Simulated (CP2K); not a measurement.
Consider 2-chloroimidazole at its PBE geometry (Å).

```xyz
9

Cl    2.7836   -0.5565    0.0871
C     1.0738   -0.4128    0.0432
N     0.2073   -1.4019    0.0648
C    -1.0308   -0.7812    0.0095
C    -0.8944    0.5875   -0.0451
N     0.4719    0.8167   -0.0236
H    -1.9461   -1.3632    0.0130
H    -1.6108    1.3984   -0.0949
H     0.9455    1.7130   -0.0540
```

Method: CP2K XAS_TDP, all-electron GAPW, PBEh(45%), aug-pc-1, TDA, no relativity.

Q: Predict the bright core excitations at the C K edge.

Leading lines: C2 283.92 eV, C4 282.33 eV and C5 282.46 eV. The leading line of an atom is its first one with 35 % of the strongest within 2.5 eV of its lowest line over the strength cut. 

The first six lines of each atom with a strength over 0.0015:

```csv
atom,energy (eV),states,"strength, one atom"
C2 (bonded to Cl and 2 N),283.92,1,0.0648
,285.16,1,0.0484
,288.89,1,0.0083
,289.17,1,0.0018
,289.60,1,0.0116
,289.79,2,0.0061
"C4 (bonded to C, N and H)",282.33,1,0.0567
,284.46,1,0.0021
,284.62,1,0.0066
,285.09,1,0.0025
,285.49,1,0.0054
,286.25,1,0.0070
"C5 (bonded to C, N and H)",282.46,1,0.0546
,284.54,1,0.0116
,285.37,1,0.0050
,286.14,2,0.0059
,286.61,1,0.0115
,287.16,1,0.0017
```

Lines are vertical, at one geometry, with no vibrational structure. Without a correction of the core level, line positions, and the gaps between valence and Rydberg lines, follow the share of exact exchange. At this level such K lines come out 3 to 6 eV under measured ones. These values hold no scalar relativity, about 0.1 eV for C 1s. Rydberg lines, and the discretised continuum above threshold, depend on the basis and the box.

[Banner, clock and machine lines of the logs are left out without a mark of their own.]

[Logs are printed without paths, hosts, clocks, repeated set-up lines and the standing remarks that a program may print on its own settings, such as how far it seeks lower states.]

[Hosts, paths, dates, database ids (printed as entryN), source tags and the programs' standing remarks are cut or masked in the printed files.]
